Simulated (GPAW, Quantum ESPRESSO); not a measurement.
## YTe (Fm-3m): the Y L₃ absorption edge

Aim: the near-edge shape at the Y L₃ edge of YTe (Fm-3m), and what the core hole does to it.

Calculated with GPAW 26.7.0; X-ray absorption from dipole matrix elements to empty bands, plane-wave PAW LDA.

Report form: the programs' logs are mostly left out.

The database entry behind the starting cell differs from later determinations by our own check (0.1 to 0.3 % short, probably kX units), so it need not match the best structure at ambient conditions.

**1. Starting point**

Symmetry: Fm-3m, No. 225, cubic system. The conventional cell has a = 6.080 Å, b = 6.080 Å, c = 6.080 Å, α = 90.00°, β = 90.00°, γ = 90.00°. Nearest to Te lie 6 Y at 3.04 Å. Nearest to Y lie 6 Te at 3.04 Å. Farther neighbours and most contacts between anions are not listed.

Coordinates:

```cif
data_structure
_symmetry_space_group_name_H-M 'P 1'
_symmetry_Int_Tables_number 1
_cell_length_a 4.2992
_cell_length_b 4.2992
_cell_length_c 4.2992
_cell_angle_alpha 60.000
_cell_angle_beta 60.000
_cell_angle_gamma 60.000
_cell_volume 56.19
loop_
_atom_site_label
_atom_site_type_symbol
_atom_site_fract_x
_atom_site_fract_y
_atom_site_fract_z
_atom_site_occupancy
Te1 Te 0.00000 0.00000 0.00000 1
Y2 Y 0.50000 0.50000 0.50000 1
```

**2. The field without a hole**

The ground state comes first: it tells whether the system has a gap, which decides how the excited electron is treated.

Input file scf.py:

```python
import numpy as np
from ase import Atoms
from ase.parallel import parprint, paropen
from gpaw import GPAW, PW, FermiDirac, Mixer, MixerDif, setup_paths
from gpaw.test import gen
setup_paths.insert(0, '.')
gen('Y', name='nch2p', xcname='LDA', corehole=(2, 1, 0), write_xml=True)
from gpaw.mpi import world
world.barrier()

atoms = Atoms('TeY',
    cell=[[0, 3.04, 3.04],
     [3.04, 0, 3.04],
     [3.04, 3.04, 0]],
    scaled_positions=[[0, 0, 0],
     [0.5, 0.5, 0.5]],
    pbc=True)
atoms.calc = calc = GPAW(legacy_gpaw=True, mode=PW(500), xc='LDA', setups={1: 'nch2p'},
    kpts={'size': (7, 7, 7), 'gamma': True}, occupations=FermiDirac(0.05),
    charge=0, mixer=Mixer(0.1, 5, 50), maxiter=150,
    convergence={'density': 0.0001}, txt='scf.txt')
energy = atoms.get_potential_energy() + calc.get_reference_energy()
ef = calc.get_fermi_level()
out = dict(energy=energy, fermi=ef, forces=atoms.get_forces().tolist())
parprint(f'all-electron energy {energy:.4f} eV, Fermi level {ef:.4f} eV')
ev = np.array([[calc.get_eigenvalues(k, s) for k in range(len(calc.get_ibz_k_points()))] for s in range(calc.get_number_of_spins())])
out['homo'], out['lumo'], out['counts'] = ev[ev < ef].max(), ev[ev > ef].min(), sorted(set((ev < ef).sum((0, 2)).tolist()))
out['filled'] = (ev[:, 0] < ef).sum(1).tolist()
import json
with paropen('out.json', 'w') as f:
    json.dump(out, f)
```

The run is started by

```bash
$ OMP_NUM_THREADS=1 mpirun -n 4 gpaw python scf.py
```

Wall time 6.4 s (4 MPI ranks of Arm Neoverse V1, shared host); peak memory 0.17 GiB.

The mesh shows no gap, so the system is treated as a metal and the core electron is put at the Fermi level (neutral cell).

**3. Spectrum without a core hole, Y atom 2**

This cheap baseline ignores the attraction of the hole: it shows the absorber's empty states as they are in the ground state. The data set with a hole of occupation 0 only carries the core orbital.

The absorber has 6 Te at 3.04 Å (octahedral, site symmetry m-3m).

Input file xas.py:

```python
import numpy as np
from ase import Atoms
from ase.parallel import parprint, paropen
from gpaw import GPAW, PW, FermiDirac, Mixer, MixerDif, setup_paths
from gpaw.test import gen
setup_paths.insert(0, '.')
gen('Y', name='nch2p', xcname='LDA', corehole=(2, 1, 0), write_xml=True)
from gpaw.mpi import world
world.barrier()

atoms = Atoms('TeY',
    cell=[[0, 3.04, 3.04],
     [3.04, 0, 3.04],
     [3.04, 3.04, 0]],
    scaled_positions=[[0, 0, 0],
     [0.5, 0.5, 0.5]],
    pbc=True)
atoms.calc = calc = GPAW(legacy_gpaw=True, mode=PW(500), xc='LDA', setups={1: 'nch2p'},
    kpts={'size': (10, 10, 10), 'gamma': True}, occupations=FermiDirac(0.1),
    charge=0, mixer=Mixer(0.1, 5, 50), maxiter=150,
    convergence={'density': 0.0001}, txt='scf.txt')
energy = atoms.get_potential_energy() + calc.get_reference_energy()
ef = calc.get_fermi_level()
out = dict(energy=energy, fermi=ef, forces=atoms.get_forces().tolist())
parprint(f'all-electron energy {energy:.4f} eV, Fermi level {ef:.4f} eV')
ev = np.array([[calc.get_eigenvalues(k, s) for k in range(len(calc.get_ibz_k_points()))] for s in range(calc.get_number_of_spins())])
out['homo'], out['lumo'], out['counts'] = ev[ev < ef].max(), ev[ev > ef].min(), sorted(set((ev < ef).sum((0, 2)).tolist()))
out['filled'] = (ev[:, 0] < ef).sum(1).tolist()

from ase.units import Ha
from gpaw.xas import dipole_matrix_elements
nb = int(calc.get_number_of_electrons() / 2) + 42
top = nb
nscf = calc.fixed_density(kpts={'size': (9, 9, 9), 'gamma': True},
    convergence={'eigenstates': 1.0}, txt='nscf.txt')
nscf.diagonalize_full_hamiltonian(nbands=nb)
cell = atoms.cell.array
ops = [cell.T @ U.T @ np.linalg.inv(cell.T) for U in nscf.wfs.kd.symmetry.op_scc]
E = np.arange(-25, 34, 0.1)
fwhm = np.interp(E, [4, 25], [1.5, 3.5])
Y, X, zero, highest = 0, 0, 1e9, 1e9
for spin in range(nscf.get_number_of_spins()):
    wfs = nscf.wfs
    A = dipole_matrix_elements(wfs.setups[1])
    eps = np.zeros((wfs.kd.nibzkpts, nb))
    d = np.zeros((3, A.shape[1], wfs.kd.nibzkpts, nb), complex)
    for kpt in wfs.kpt_u:
        if kpt.s == spin and 1 in kpt.P_ani:
            eps[kpt.k] = kpt.eps_n * Ha
            d[:, :, kpt.k] = (kpt.weight * wfs.nspins / 2) ** 0.5 * np.inner(A, kpt.P_ani[1])
    world.sum(eps)
    world.sum(d)
    T = np.einsum('amkn,bmkn->abkn', d, d.conj()).real
    T = sum(np.einsum('ai,ijkn,bj->abkn', R, T, R) for R in ops) / len(ops)
    empty = eps > ef
    zero, highest = min(zero, eps[empty].min()), min(highest, eps[:, top - 1].min())
    lines = [(eps, T, empty)] if spin == 0 else lines + [(eps, T, empty)]
for eps, T, empty in lines:
    f = np.einsum('aakn->akn', T).reshape(3, -1)
    x = eps.ravel() - zero
    w = np.interp(x, E, fwhm) / 2.35482
    g = np.exp(-0.5 * ((E[:, None] - x) / w) ** 2) / (w * (2 * np.pi) ** 0.5)
    Y = Y + (f * empty.ravel()) @ g.T
    X = X + (f * ~empty.ravel()) @ g.T
out.update(E=E.round(2).tolist(), xas=Y.tolist(), xes=X.tolist(), zero=zero, valid=highest - zero, nk=len(eps), nb=nb)
for i in range(0, len(E), 10):
    parprint(f'{E[i]:7.2f}', *(f'{v:10.3e}' for v in Y[:, i]))
import json
with paropen('out.json', 'w') as f:
    json.dump(out, f)
```

The run is started by

```bash
$ OMP_NUM_THREADS=1 mpirun -n 4 gpaw python xas.py
```

Wall time 76 s (4 MPI ranks); peak memory 0.44 GiB; 5.1 min of CPU time.

The Y L₃ spectrum, Y atom 2, no core hole (energy from the lowest empty level; intensity scaled to a mean of 1 over the first 20 eV):

| E (eV) | intensity |
| --- | --- |
| -2.00 | 0.00 |
| -1.25 | 0.03 |
| -0.50 | 0.25 |
| 0.25 | 0.99 |
| 1.00 | 2.19 |
| 1.75 | 3.17 |
| 2.50 | 2.89 |
| 3.25 | 1.77 |
| 4.00 | 0.89 |
| 4.75 | 0.68 |
| 5.50 | 0.88 |
| 6.25 | 1.14 |
| 7.00 | 1.08 |
| 7.75 | 0.83 |
| 8.50 | 0.67 |
| 9.25 | 0.67 |
| 10.00 | 0.72 |
| 10.75 | 0.69 |
| 11.50 | 0.65 |
| 12.25 | 0.69 |
| 13.00 | 0.77 |
| 13.75 | 0.78 |
| 14.50 | 0.71 |
| 15.25 | 0.64 |
| 16.00 | 0.61 |
| 16.75 | 0.59 |
| 17.50 | 0.55 |
| 18.25 | 0.51 |
| 19.00 | 0.49 |
| 19.75 | 0.50 |
| 20.50 | 0.56 |
| 21.25 | 0.64 |
| 22.00 | 0.72 |
| 22.75 | 0.78 |
| 23.50 | 0.80 |
| 24.25 | 0.78 |
| 25.00 | 0.72 |
| 25.75 | 0.64 |
| 26.50 | 0.57 |
| 27.25 | 0.51 |
| 28.00 | 0.48 |
| 28.75 | 0.48 |
| 29.50 | 0.49 |
| 30.25 | 0.51 |
| 31.00 | 0.53 |

Main maxima below 30 eV (height): 2.0 eV (3.25), 6.4 eV (1.16), 10.2 eV (0.72), 13.4 eV (0.79) and 23.6 eV (0.81). At an L edge the dipole rule selects empty d (and weakly s) states on the absorber, and the strong line at the onset measures the empty part of its d band.

The same matrix elements for filled bands give the Y L₃ emission of Y atom 2 (ground-state approximation; energy from the lowest empty level, largest value 1):

| E (eV) | emission |
| --- | --- |
| -24.00 | 0.00 |
| -23.25 | 0.00 |
| -22.50 | 0.00 |
| -21.75 | 0.00 |
| -21.00 | 0.00 |
| -20.25 | 0.00 |
| -19.50 | 0.00 |
| -18.75 | 0.00 |
| -18.00 | 0.00 |
| -17.25 | 0.00 |
| -16.50 | 0.00 |
| -15.75 | 0.00 |
| -15.00 | 0.00 |
| -14.25 | 0.00 |
| -13.50 | 0.02 |
| -12.75 | 0.04 |
| -12.00 | 0.04 |
| -11.25 | 0.01 |
| -10.50 | 0.00 |
| -9.75 | 0.00 |
| -9.00 | 0.00 |
| -8.25 | 0.00 |
| -7.50 | 0.01 |
| -6.75 | 0.06 |
| -6.00 | 0.21 |
| -5.25 | 0.43 |
| -4.50 | 0.84 |
| -3.75 | 0.90 |
| -3.00 | 0.41 |
| -2.25 | 0.20 |
| -1.50 | 0.50 |
| -0.75 | 0.96 |
| 0.00 | 0.79 |
| 0.75 | 0.22 |
| 1.50 | 0.02 |
| 2.25 | 0.00 |
| 3.00 | 0.00 |

Emission maxima: -4.0 eV (0.98) and -0.6 eV (1.00).

**4. Supercell without a hole, the energy reference**

The photon energy needs a difference of total energies, so the cell and mesh of the coming hole run are first run without a hole.

scf.py, as its differences from that of step 2:

```diff
@@ -10,11 +10,17 @@
 
-atoms = Atoms('TeY',
-    cell=[[0, 3.04, 3.04],
-     [3.04, 0, 3.04],
-     [3.04, 3.04, 0]],
+atoms = Atoms('Te4Y4',
+    cell=[[0, -6.08, 0],
+     [-6.08, 0, 0],
+     [0, 0, -6.08]],
     scaled_positions=[[0, 0, 0],
-     [0.5, 0.5, 0.5]],
+     [0.5, 0, 0.5],
+     [0, 0.5, 0.5],
+     [0.5, 0.5, 0],
+     [0.5, 0.5, 0.5],
+     [0, 0.5, 0],
+     [0.5, 0, 0],
+     [0, 0, 0.5]],
     pbc=True)
-atoms.calc = calc = GPAW(legacy_gpaw=True, mode=PW(500), xc='LDA', setups={1: 'nch2p'},
-    kpts={'size': (7, 7, 7), 'gamma': True}, occupations=FermiDirac(0.05),
+atoms.calc = calc = GPAW(legacy_gpaw=True, mode=PW(500), xc='LDA', setups={4: 'nch2p'},
+    kpts={'size': (4, 4, 4), 'gamma': True}, occupations=FermiDirac(0.1),
     charge=0, mixer=Mixer(0.1, 5, 50), maxiter=150,
```

The run is started by

```bash
$ OMP_NUM_THREADS=1 mpirun -n 4 gpaw python scf.py
```

Run time: 18 s. Hardware: 4 MPI ranks; peak memory 0.22 GiB; 70 s of CPU time.

Reference energy: -1106549.432 eV with the cores included.

**5. Spectrum with XCH, Y atom 2**

The holes are 6.1 Å apart. In GPAW the data set carries the hole's charge, so charge=0 means a charged cell and charge=-1 a neutral one. The excited electron is kept in the cell, where it fills the lowest empty states and screens the hole. After the field has converged, empty bands are computed with the density fixed and the dipole matrix elements are summed.

xas.py, as its differences from that of step 3:

```diff
@@ -6,3 +6,3 @@
 setup_paths.insert(0, '.')
-gen('Y', name='nch2p', xcname='LDA', corehole=(2, 1, 0), write_xml=True)
+gen('Y', name='fch2p', xcname='LDA', corehole=(2, 1, 1), write_xml=True)
 from gpaw.mpi import world
@@ -10,12 +10,18 @@
 
-atoms = Atoms('TeY',
-    cell=[[0, 3.04, 3.04],
-     [3.04, 0, 3.04],
-     [3.04, 3.04, 0]],
+atoms = Atoms('Te4Y4',
+    cell=[[0, -6.08, 0],
+     [-6.08, 0, 0],
+     [0, 0, -6.08]],
     scaled_positions=[[0, 0, 0],
-     [0.5, 0.5, 0.5]],
+     [0.5, 0, 0.5],
+     [0, 0.5, 0.5],
+     [0.5, 0.5, 0],
+     [0.5, 0.5, 0.5],
+     [0, 0.5, 0],
+     [0.5, 0, 0],
+     [0, 0, 0.5]],
     pbc=True)
-atoms.calc = calc = GPAW(legacy_gpaw=True, mode=PW(500), xc='LDA', setups={1: 'nch2p'},
-    kpts={'size': (10, 10, 10), 'gamma': True}, occupations=FermiDirac(0.1),
-    charge=0, mixer=Mixer(0.1, 5, 50), maxiter=150,
+atoms.calc = calc = GPAW(legacy_gpaw=True, mode=PW(500), xc='LDA', setups={4: 'fch2p'},
+    kpts={'size': (4, 4, 4), 'gamma': True}, occupations=FermiDirac(0.1),
+    charge=-1, mixer=Mixer(0.1, 5, 50), maxiter=150,
     convergence={'density': 0.0001}, txt='scf.txt')
@@ -31,10 +37,9 @@
 from gpaw.xas import dipole_matrix_elements
-nb = int(calc.get_number_of_electrons() / 2) + 42
-top = nb
-nscf = calc.fixed_density(kpts={'size': (9, 9, 9), 'gamma': True},
-    convergence={'eigenstates': 1.0}, txt='nscf.txt')
-nscf.diagonalize_full_hamiltonian(nbands=nb)
+nb = int(calc.get_number_of_electrons() / 2) + 156
+top, nb = nb, nb + 8 + nb // 12
+nscf = calc.fixed_density(kpts={'size': (5, 5, 5), 'gamma': True}, nbands=nb,
+    convergence={'bands': top, 'eigenstates': 1e-5}, maxiter=60, txt='nscf.txt')
 cell = atoms.cell.array
 ops = [cell.T @ U.T @ np.linalg.inv(cell.T) for U in nscf.wfs.kd.symmetry.op_scc]
-E = np.arange(-25, 34, 0.1)
+E = np.arange(-6, 34, 0.1)
 fwhm = np.interp(E, [4, 25], [1.5, 3.5])
@@ -43,3 +48,3 @@
     wfs = nscf.wfs
-    A = dipole_matrix_elements(wfs.setups[1])
+    A = dipole_matrix_elements(wfs.setups[4])
     eps = np.zeros((wfs.kd.nibzkpts, nb))
@@ -47,5 +52,5 @@
     for kpt in wfs.kpt_u:
-        if kpt.s == spin and 1 in kpt.P_ani:
+        if kpt.s == spin and 4 in kpt.P_ani:
             eps[kpt.k] = kpt.eps_n * Ha
-            d[:, :, kpt.k] = (kpt.weight * wfs.nspins / 2) ** 0.5 * np.inner(A, kpt.P_ani[1])
+            d[:, :, kpt.k] = (kpt.weight * wfs.nspins / 2) ** 0.5 * np.inner(A, kpt.P_ani[4])
     world.sum(eps)
```

The run is started by

```bash
$ OMP_NUM_THREADS=1 mpirun -n 4 gpaw python xas.py
```

It took 2 min on 4 MPI ranks; peak memory 0.34 GiB; 8.2 min of CPU time.

The Y L₃ spectrum, Y atom 2, excited-electron core hole (neutral cell) (energy from the lowest empty level; intensity scaled to a mean of 1 over the first 20 eV):

| E (eV) | intensity |
| --- | --- |
| -2.0 | 0.01 |
| -1.5 | 0.07 |
| -1.0 | 0.36 |
| -0.5 | 1.25 |
| 0.0 | 2.63 |
| 0.5 | 3.68 |
| 1.0 | 3.86 |
| 1.5 | 3.36 |
| 2.0 | 2.65 |
| 2.5 | 1.89 |
| 3.0 | 1.30 |
| 3.5 | 0.94 |
| 4.0 | 0.71 |
| 4.5 | 0.59 |
| 5.0 | 0.61 |
| 5.5 | 0.75 |
| 6.0 | 0.89 |
| 6.5 | 0.93 |
| 7.0 | 0.86 |
| 7.5 | 0.75 |
| 8.0 | 0.65 |
| 8.5 | 0.62 |
| 9.0 | 0.63 |
| 9.5 | 0.65 |
| 10.0 | 0.66 |
| 10.5 | 0.64 |
| 11.0 | 0.62 |
| 11.5 | 0.63 |
| 12.0 | 0.67 |
| 12.5 | 0.72 |
| 13.0 | 0.76 |
| 13.5 | 0.75 |
| 14.0 | 0.70 |
| 14.5 | 0.65 |
| 15.0 | 0.60 |
| 15.5 | 0.58 |
| 16.0 | 0.57 |
| 16.5 | 0.56 |
| 17.0 | 0.55 |
| 17.5 | 0.52 |
| 18.0 | 0.50 |
| 18.5 | 0.49 |
| 19.0 | 0.49 |
| 19.5 | 0.51 |
| 20.0 | 0.55 |
| 20.5 | 0.60 |
| 21.0 | 0.66 |
| 21.5 | 0.72 |
| 22.0 | 0.77 |
| 22.5 | 0.81 |
| 23.0 | 0.81 |
| 23.5 | 0.80 |
| 24.0 | 0.76 |
| 24.5 | 0.71 |
| 25.0 | 0.65 |
| 25.5 | 0.60 |
| 26.0 | 0.54 |
| 26.5 | 0.50 |
| 27.0 | 0.48 |
| 27.5 | 0.46 |
| 28.0 | 0.46 |
| 28.5 | 0.47 |
| 29.0 | 0.48 |
| 29.5 | 0.50 |
| 30.0 | 0.52 |
| 30.5 | 0.54 |
| 31.0 | 0.56 |
| 31.5 | 0.57 |

Main maxima below 30 eV (height): 0.8 eV (3.90), 6.4 eV (0.94), 13.2 eV (0.76) and 23.0 eV (0.81). 

**6. With and without the hole**

Both curves are counted from their own zero, so only the shift of weight within the empty states shows.

| E (eV) | no hole | XCH |
| --- | --- | --- |
| -2.0 | 0.00 | 0.01 |
| -1.0 | 0.06 | 0.36 |
| 0.0 | 0.68 | 2.63 |
| 1.0 | 2.19 | 3.86 |
| 2.0 | 3.25 | 2.65 |
| 3.0 | 2.16 | 1.30 |
| 4.0 | 0.89 | 0.71 |
| 5.0 | 0.71 | 0.61 |
| 6.0 | 1.08 | 0.89 |
| 7.0 | 1.08 | 0.86 |
| 8.0 | 0.76 | 0.65 |
| 9.0 | 0.66 | 0.63 |
| 10.0 | 0.72 | 0.66 |
| 11.0 | 0.67 | 0.62 |
| 12.0 | 0.67 | 0.67 |
| 13.0 | 0.77 | 0.76 |
| 14.0 | 0.77 | 0.70 |
| 15.0 | 0.66 | 0.60 |
| 16.0 | 0.61 | 0.57 |
| 17.0 | 0.58 | 0.55 |
| 18.0 | 0.52 | 0.50 |
| 19.0 | 0.49 | 0.49 |
| 20.0 | 0.52 | 0.55 |
| 21.0 | 0.61 | 0.66 |
| 22.0 | 0.72 | 0.77 |
| 23.0 | 0.79 | 0.81 |
| 24.0 | 0.80 | 0.76 |
| 25.0 | 0.72 | 0.65 |
| 26.0 | 0.62 | 0.54 |
| 27.0 | 0.53 | 0.48 |
| 28.0 | 0.48 | 0.46 |
| 29.0 | 0.48 | 0.48 |
| 30.0 | 0.50 | 0.52 |
| 31.0 | 0.53 | 0.56 |

With each curve scaled to its own mean, the area from −2 to 6 eV with the hole is 12.5 against 10.5, and the centre of weight from −1 to 20 eV moves by -0.9 eV: the hole pulls the absorber's empty states down.

**7. Runs not followed above**

These runs aren't followed: redraws of a spectrum that repeat one shown, runs with a planted fault or a state judged unsound, or a program's part that gave no sound spectrum.

| program | step | status | elapsed |
| --- | --- | --- | --- |
| Quantum ESPRESSO | ground state | converged | 6.5 s |
| Quantum ESPRESSO | no core hole | converged | 70 s |
| Quantum ESPRESSO | no core hole, redrawn | converged | 7.7 s |
| Quantum ESPRESSO | supercell ground state | converged | 30 s |
| Quantum ESPRESSO | core-hole potential | converged | 0.89 s |
| Quantum ESPRESSO | supercell with XCH | converged | 38 s |
| Quantum ESPRESSO | spectrum with XCH | converged | 1.8 min |
| Quantum ESPRESSO | spectrum with XCH, redrawn | converged | 2 s |
| Quantum ESPRESSO | supercell with XCH | converged | 38 s |
| Quantum ESPRESSO | edge energy | converged | 0 s |

**8. Outcome**

| Item | Value |
| --- | --- |
| absorber and edge | Y L₃, atom 2 of the ground-state input (counted from 1) |
| surroundings | 6 Te at 3.04 Å (octahedral, site symmetry m-3m) |
| highest intensity below 24 eV | 0.8 eV above the zero, height 3.90 |

The Y L₃ edge of atom 2, with 6 Te at 3.04 Å (octahedral, site symmetry m-3m), has its highest intensity of the first 24 eV at 0.8 eV above the zero, 3.9 times the mean level of the first 20 eV (Gaussian full width 1.5 eV up to 4 eV, rising linearly to 3.5 eV at 25 eV). With each curve scaled to its own mean, the area from −2 to 6 eV with the hole is 12.5 against 10.5, and the centre of weight from −1 to 20 eV moves by -0.9 eV: the hole pulls the absorber's empty states down. The same cell was also set up in Quantum ESPRESSO; that part failed, was judged unsound or used a data set known to give false states; its runs are listed without their results. 1 further run of this session is left out of this account as redundant. Only the L₃ part is meant: spin–orbit coupling of the core level isn't computed and the L₂ copy isn't added. The primitive cell holds an odd number of electrons, so a spin-paired run has to come out metallic; that is right for a metal, but some such compounds are magnetic or distorted insulators. The holes are only 6.1 Å apart, so the shape is probably not converged with cell size; no larger cell was run here. Lifetime broadening is put in by hand, and intensities beyond about 20 eV depend on it and on the partial waves. The structure is a published determination, not relaxed.

[Logs are printed without paths, hosts, clocks, repeated set-up lines and the standing remarks that a program may print on its own settings, such as how far it seeks lower states.]

[Hosts, paths, dates, database ids (printed as entryN), source tags and the programs' standing remarks are cut or masked in the printed files.]

[Lists of maxima count a maximum above −3 eV only where it reaches 4 % of the highest in the window and stands out from its surroundings by 2 % of it (1.5 % where it reaches 55 %); shoulders and weaker maxima are passed over, and of the rest the first, up to two pre-edge ones and the few strongest are named.]
